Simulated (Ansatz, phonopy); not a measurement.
# Quasi-harmonic thermodynamics of CsH (Fm-3m), part 3 of 3

How much does CsH expand with temperature?

Ansatz 0.2.0; DFT LDA, scalar-relativistic, plane waves, PAW.

So far, principal linear expansion coefficients at 298 K (× 1e-6/K): step 7 (phonons on strained cells, q-mesh 2×2×2) 31.5. The relaxed cell has a = 6.097 Å (conventional setting).

The database entry behind the starting cell differs from other determinations of this structure, so it need not match the best structure at room temperature.

### Step 9. The quasi-harmonic study, q-mesh 4×4×4

The study relaxes the crystal at several strains, solves the phonons on some of them and minimises energy plus vibrational free energy at each temperature; the q-mesh sets how far the force constants reach.

This step: DFT LDA, scalar-relativistic, plane waves, PAW (Ansatz 0.2.0).

input.yaml

```yaml
crystal:
  lattice:
    - [0.0, 3.0486175218, 3.0486175218]
    - [3.0486175218, 0.0, 3.0486175218]
    - [3.0486175218, 3.0486175218, 0.0]
  atoms:
    - { symbol: Cs, position: [0.0, 0.0, 0.0] }
    - { symbol: H, position: [0.5, 0.5, 0.5] }
kpoints:
  mp_grid: { grid: [8, 8, 8] }
hamiltonian:
  xc: lda
scf:
  occupations: { method: fixed }
output:
  eigenvalues: true
phonons:
  method: dfpt
  qmesh: [4, 4, 4]
  temperatures: { t_max: 500.0, t_step: 25 }
  thermal_expansion: {}
```

Started as:

```bash
$ ansatz run input.yaml --threads 2 --pin off --max-ram 5120MiB --backend cpu --events-out ev --progress --plain --runs-dir out
```

Standard output:

```text
[...]
Crystal: 2 atoms, lattice volume = 56.668 Å³
Basis set: ecut = 487.2 eV, 1411 PW (Γ), exchange–correlation on 64×64×64 points (8 copies of the dense FFT grid, shifted against one another)
Bands: 9, of which v1, the nominal top of the filled ones, is band 5 counted from 1 (4 counted from 0)
Symmetry: 48 space group operations
[...]
k-points: 29 of 512
[...]
SCF iter   1: F=—  HF=-5520.940797 eV  |F-HF|=—  |Δ(HF+E_count)|=         —  Δρ=8.00e-3  dr2=3.69e-2  ethr=1.77e-3  ⟨swp⟩=4.1  Hψ=1661  notcnv=0  defer=51
[...]
SCF iter   7: F=-5520.927616 eV  HF=-5520.927616 eV  |F-HF|=9.09e-13  |Δ(HF+E_count)|=  9.73e-11  Δρ=1.04e-7  dr2=3.60e-12  ethr=1.00e-12  ⟨swp⟩=8.1  Hψ=1780  notcnv=0
SCF 1 converged in 7 iterations: F = -5520.927616 eV  dr2 = 3.60e-12
[...]
relax step   1: F+E_penalty+E_count = -5520.92761637 eV  Δ(F+E_penalty+E_count) = +0.000e0 eV  max|allowed force component| = 4.503e-30 eV/Å  Δτ_max = 0.0000 Å  (7 SCF iters, accepted)
SCF converged after 7 iterations
Free energy (F): -5520.927616 eV
[...]
Internal energy: -5520.927616 eV  (E = F + TS)
E sigma→0 (E₀):  -5520.927616 eV
Fermi energy:    4.248707 eV
[...]
--- Stress (GPa, compression-positive) ---
       -0.001407       0.000000      -0.000000
        0.000000      -0.001407       0.000000
       -0.000000      -0.000000      -0.001407
  P = ⅓ Tr σ = -0.0014 GPa (-0.014 kbar)
--- Band table (eV; the first three rows and the last of 29) ---
[...]
── thermal expansion: 3 new cells, 3 in all ──
thermal expansion: relaxation of cell 2
thermal expansion: relaxation of cell 3
── thermal expansion: 2 new cells, 5 in all ──
thermal expansion: relaxation of cell 4
thermal expansion: lower-state search of cell 4
thermal expansion: phonons of cell 4
thermal expansion: relaxation of cell 5
thermal expansion: phonons of cell 5
── thermal expansion: 7 new cells, 12 in all ──
thermal expansion: relaxation of cell 6
thermal expansion: relaxation of cell 7
thermal expansion: relaxation of cell 8
thermal expansion: relaxation of cell 9
thermal expansion: relaxation of cell 10
thermal expansion: relaxation of cell 11
thermal expansion: relaxation of cell 12
thermal expansion: phonons of cell 6
thermal expansion: phonons of cell 7
thermal expansion: phonons of cell 8
thermal expansion: phonons of cell 9
--- Relaxed structure (1 steps of the walk, 1 accepted, 0 SCFs on fresh bases) ---
  F+E_penalty+E_count = -5520.92761637 eV   max|allowed force component| = 4.503e-30 eV/Å
  atoms:
    - { symbol: Cs, position: [0.0, 0.0, 0.0] }
    - { symbol: H, position: [0.500000, 0.500000, 0.500000] }
--- Thermal expansion: 12 cells in 3 rounds, 0 GPa ---
  no lower state was reached at cell 4
  without vibrations: a 4.31123, b 4.31123, c 4.31123 Å, V 56.6617 Å³, B 11.95 GPa
  at 0 K: a 4.35955, b 4.35955, c 4.35955 Å, V 58.5881 Å³, B 11.07 GPa
  zero-point expansion: a +1.121, b +1.121, c +1.121, V +3.400 %
[...]
0.00    4.35955    4.35955    4.35955    58.5881 |    0.00    0.00    0.00    0.00 |   52.98 |     0.000     0.000 |    11.07    11.07
    50.00    4.36071    4.36071    4.36071    58.6349 |    9.51    9.51    9.51   28.53 |   60.49 |    21.817    21.801 |    10.97    10.97
   100.00    4.36303    4.36303    4.36303    58.7285 |   11.91   11.91   11.91   35.74 |   67.82 |    24.948    24.900 |    10.78    10.80
   150.00    4.36612    4.36612    4.36612    58.8533 |   16.81   16.81   16.81   50.44 |   76.55 |    28.829    28.686 |    10.55    10.60
   200.00    4.37046    4.37046    4.37046    59.0291 |   22.98   22.98   22.98   68.93 |   85.47 |    33.427    33.081 |    10.27    10.37
   250.00    4.37613    4.37613    4.37613    59.2593 |   28.82   28.82   28.82   86.45 |   93.90 |    37.521    36.858 |     9.95    10.13
   298.15    4.38275    4.38275    4.38275    59.5285 |   33.83   33.83   33.83  101.48 |       - |    40.734    39.675 |     9.62     9.88
   325.00    4.38688    4.38688    4.38688    59.6971 |   36.40   36.40   36.40  109.21 |  105.53 |    42.249    40.935 |     9.43     9.73
   375.00    4.39538    4.39538    4.39538    60.0446 |   40.93   40.93   40.93  122.78 |  112.81 |    44.661    42.809 |     9.06     9.45
   425.00    4.40486    4.40486    4.40486    60.4341 |   45.29   45.29   45.29  135.88 |  119.94 |    46.690    44.212 |     8.68     9.16
   475.00    4.41534    4.41534    4.41534    60.8662 |   49.72   49.72   49.72  149.17 |  127.07 |    48.481    45.277 |     8.27     8.86
   500.00    4.42095    4.42095    4.42095    61.0989 |   52.02   52.02   52.02  156.07 |  130.69 |    49.326    45.713 |     8.06     8.70
[...]
vibrations' free energy: its fit leaves 0.0000 meV an atom at the most
  the electrons' free energy at temperature is not in it: every band gap is over 0.52 eV
  free energies summed between the sampled wave vectors
[...]
the FFT grids of the static calculations differ: 32 × 32 × 32, 36 × 36 × 36
  band gaps on the cells' k-points are 1.697 to 1.927 eV
```

Run time: 19 min. Hardware: 2 threads of Arm Neoverse V2, shared host; peak memory 1.1 GiB; 33 min of CPU time.

Numbers from this step:

```
volume expansion coefficient at 298 K            : 101.5 1e-6/K
C_P at 298 K                                     : 20.37 J/mol-atom/K
entropy at 298 K                                 : 36.27 J/mol-atom/K
isothermal bulk modulus at 298 K                 : 9.621 GPa
Grüneisen parameter at 298 K                     : 0.8823
volume at 298 K                                  : 29.76 Å³/atom
principal linear expansion coefficients at 298 K : 33.83, 33.83, 33.83 1e-6/K
```

Strained cells of the study; zero-point energy where phonons were solved; the pressures are stresses at the typed cutoff and can carry an offset from the finite basis. Expansion cells, by row:

```csv
cell,|a| (Å),|b| (Å),|c| (Å),V (Å³/atom),E - E_lowest (meV/atom),"pressure, compression positive (GPa)",gap (eV),zero-point energy (meV/atom)
1,4.311,4.311,4.311,28.33,0,-0.008,1.751,-
2,4.346,4.346,4.346,29.02,0.601,-0.281,1.792,-
3,4.277,4.277,4.277,27.66,0.606,0.29,1.708,-
4,4.311,4.311,4.311,28.34,0,-0.009,1.751,56.92
5,4.333,4.333,4.333,28.76,0.24,-0.182,1.777,55.88
6,4.364,4.364,4.364,29.37,1.355,-0.411,1.812,54.43
7,4.39,4.39,4.39,29.91,3.008,-0.592,1.84,53.2
8,4.416,4.416,4.416,30.45,5.286,-0.761,1.868,51.97
9,4.443,4.443,4.443,31,8.169,-0.919,1.894,50.76
10,4.269,4.269,4.269,27.5,0.952,0.369,1.697,-
11,4.29,4.29,4.29,27.91,0.234,0.175,1.724,-
12,4.478,4.478,4.478,31.75,12.9,-1.111,1.927,-
```

Quasi-harmonic; a, b, c are the run's own cell vectors. Expansion, by row:

```csv
T (K),a (Å),b (Å),c (Å),alpha (deg),beta (deg),gamma (deg),cell volume (Å³/cell),alpha_a (1e-6/K),alpha_b (1e-6/K),alpha_c (1e-6/K),alpha_V (1e-6/K),C_P (J/mol-atom/K),C_V (J/mol-atom/K),S (J/mol-atom/K),B_T (GPa),B_S (GPa),Grueneisen,extrapolation,fit error (1e-6/K)
0,4.36,4.36,4.36,60,60,60,58.59,0,0,0,0,0,0,0,11.07,11.07,-,0,0
25,4.36,4.36,4.36,60,60,60,58.6,6.34,6.34,6.34,19.02,7.584,7.582,4.333,11.05,11.05,0.489,0,0.01
50,4.361,4.361,4.361,60,60,60,58.63,9.51,9.51,9.51,28.53,10.91,10.9,10.9,10.97,10.97,0.507,0,0.01
75,4.362,4.362,4.362,60,60,60,58.68,10.59,10.59,10.59,31.78,11.81,11.8,15.53,10.88,10.89,0.518,0,0.01
100,4.363,4.363,4.363,60,60,60,58.73,11.91,11.91,11.91,35.74,12.47,12.45,19.01,10.78,10.8,0.547,0,0.01
125,4.364,4.364,4.364,60,60,60,58.79,14.04,14.04,14.04,42.13,13.34,13.3,21.88,10.67,10.7,0.598,0,0.01
150,4.366,4.366,4.366,60,60,60,58.85,16.81,16.81,16.81,50.44,14.41,14.34,24.41,10.55,10.6,0.657,0,0.01
175,4.368,4.368,4.368,60,60,60,58.93,19.88,19.88,19.88,59.63,15.57,15.46,26.72,10.41,10.49,0.713,0,0.02
200,4.37,4.37,4.37,60,60,60,59.03,22.98,22.98,22.98,68.93,16.71,16.54,28.87,10.27,10.37,0.761,0,0.03
225,4.373,4.373,4.373,60,60,60,59.14,25.98,25.98,25.98,77.93,17.79,17.54,30.9,10.11,10.25,0.8,0,0.04
250,4.376,4.376,4.376,60,60,60,59.26,28.82,28.82,28.82,86.45,18.76,18.43,32.83,9.95,10.13,0.833,0,0.05
275,4.379,4.379,4.379,60,60,60,59.39,31.49,31.49,31.49,94.47,19.64,19.21,34.66,9.78,10,0.86,0,0.05
298.1,4.383,4.383,4.383,60,60,60,59.53,33.83,33.83,33.83,101.5,20.37,19.84,36.27,9.62,9.88,0.882,0,0.06
300,4.383,4.383,4.383,60,60,60,59.54,34.01,34.01,34.01,102,20.42,19.88,36.4,9.61,9.87,0.884,0,0.06
325,4.387,4.387,4.387,60,60,60,59.7,36.4,36.4,36.4,109.2,21.12,20.47,38.06,9.43,9.73,0.904,0,0.05
350,4.391,4.391,4.391,60,60,60,59.87,38.7,38.7,38.7,116.1,21.76,20.97,39.65,9.25,9.59,0.923,0,0.05
375,4.395,4.395,4.395,60,60,60,60.04,40.93,40.93,40.93,122.8,22.33,21.41,41.17,9.06,9.45,0.94,0,0.08
400,4.4,4.4,4.4,60,60,60,60.23,43.12,43.12,43.12,129.3,22.86,21.78,42.63,8.87,9.31,0.955,0,0.12
425,4.405,4.405,4.405,60,60,60,60.43,45.29,45.29,45.29,135.9,23.34,22.11,44.03,8.68,9.16,0.97,0,0.16
450,4.41,4.41,4.41,60,60,60,60.64,47.49,47.49,47.49,142.5,23.8,22.39,45.38,8.48,9.01,0.985,0,0.19
475,4.415,4.415,4.415,60,60,60,60.87,49.72,49.72,49.72,149.2,24.24,22.64,46.68,8.27,8.86,0.999,0,0.19
500,4.421,4.421,4.421,60,60,60,61.1,52.02,52.02,52.02,156.1,24.66,22.86,47.93,8.06,8.7,1.013,0,0.18
```

Table of expansion coefficient by temperature; values in 1e-6/K:

```csv
temperature (K),volume,principal 1
0,0,0
25,19.0,6.34
50,28.5,9.51
75,31.8,10.6
100,35.7,11.9
125,42.1,14.0
150,50.4,16.8
175,59.6,19.9
200,68.9,23.0
225,77.9,26.0
250,86.5,28.8
275,94.5,31.5
298,101,33.8
300,102,34.0
325,109,36.4
350,116,38.7
375,123,40.9
400,129,43.1
425,136,45.3
450,142,47.5
475,149,49.7
500,156,52.0
```

Changing the q-mesh (2×2×2 → 4×4×4) takes the volume expansion at 298 K from 94.4 to 101 × 10⁻⁶/K and B_T from 9.57 to 9.62 GPa.

### Step 10. Quasi-harmonic fit by phonopy

This step: DFT LDA, scalar-relativistic, plane waves, PAW (phonopy 4.10.0).

This step gave:

```
volume expansion coefficient at 300 K : 102.1 1e-6/K
isothermal bulk modulus at 300 K      : 9.6 GPa
C_P at 300 K                          : 20.43 J/mol-atom/K
Grüneisen parameter at 300 K          : 0.884
```

The energy (each curve on its own zero) by volume; values in meV/atom:

```csv
volume (Å³/atom),static,F at 0 K,F at 300 K,F at 500 K
28.34,0,3.06,4.36,6.08
28.76,0.24,2.26,3.19,4.39
29.37,1.35,1.92,2.27,2.68
29.91,3.01,2.35,2.13,1.81
30.45,5.29,3.4,2.56,1.47
31.00,8.17,5.07,3.54,1.62
```

Phonopy-qha, vinet fit of F(V) at each temperature. Qha vinet, by row:

```csv
T (K),fitted volume (Å³/atom),alpha_V (1e-6/K),B_T (GPa),C_P (J/mol-atom/K),Grueneisen
75,29.34,31.9,10.88,11.99,0.5195
100,29.36,36.14,10.78,12.6,0.5533
125,29.39,42.44,10.67,13.42,0.6026
150,29.43,50.57,10.55,14.46,0.659
175,29.47,59.65,10.41,15.6,0.7129
200,29.51,68.9,10.26,16.73,0.7599
225,29.57,77.89,10.11,17.79,0.7993
250,29.63,86.42,9.94,18.77,0.8321
275,29.7,94.47,9.78,19.64,0.8598
300,29.77,102.1,9.6,20.43,0.8835
325,29.85,109.3,9.42,21.13,0.9043
350,29.93,116.2,9.24,21.76,0.9229
375,30.02,122.9,9.05,22.34,0.9399
400,30.12,129.5,8.87,22.86,0.9558
425,30.22,136,8.67,23.35,0.9708
450,30.32,142.5,8.48,23.81,0.9853
475,30.43,149.1,8.28,24.25,0.9994
```

The volume expansion coefficient by temperature; values in 1e-6/K:

```csv
temperature (K),"phonopy-qha, Vinet",Ansatz's own study
75,31.9,31.8
100,36.1,35.7
125,42.4,42.1
150,50.6,50.4
175,59.6,59.6
200,68.9,68.9
225,77.9,77.9
250,86.4,86.5
275,94.5,94.5
300,102,102
325,109,109
350,116,116
375,123,123
400,129,129
425,136,136
450,142,142
475,149,149
```

The fit gives a volume expansion of 102 × 10⁻⁶/K at 300 K, against 101 at 298 K from the study's own fit of the same cells.

### Step 11. Outcome

| Item | Value |
| --- | --- |
| settings of these figures | LDA, 487.2 eV, k 8×8×8, q 4×4×4 |
| volume expansion coefficient at 298 K | 101.5 1e-6/K |
| C_P at 298 K | 20.37 J/mol-atom/K |
| entropy at 298 K | 36.27 J/mol-atom/K |
| isothermal bulk modulus at 298 K | 9.621 GPa |
| Grüneisen parameter at 298 K | 0.8823 |
| volume at 298 K | 29.76 Å³/atom |
| principal linear expansion coefficients at 298 K | 33.83, 33.83, 33.83 1e-6/K |

What this shows: Near room temperature CsH expands by 101 × 10⁻⁶/K in volume at this level, with C_P = 20.4 J/(mol K) per mole of atoms and B_T = 9.62 GPa. C_P at room temperature is 82 % of the classical 3R an atom, so the stiffest modes are still partly frozen out. Changing the q-mesh moves the volume expansion at 298 K between 94.4 and 101 × 10⁻⁶/K, while the CPU time spans a factor of 5.3.

[Long decimals in the printed logs are rounded to 6 places.]

[Logs are printed without paths, hosts, clocks, repeated set-up lines and the standing remarks that a program may print on its own settings, such as how far it seeks lower states.]

[Hosts, paths, dates, database ids (printed as entryN), source tags and the programs' standing remarks are cut or masked in the printed files.]

[Where the starting crystal was built by hand or by swapping elements, it need not be the compound's stable phase.]

[A step with changed settings may run another functional than the one named; its input shows which.]

[Pressures of single members of a volume series are the stress at the run's cutoff; with an incomplete basis they can lie off −dE/dV of the same runs, and they are not shown converged.]
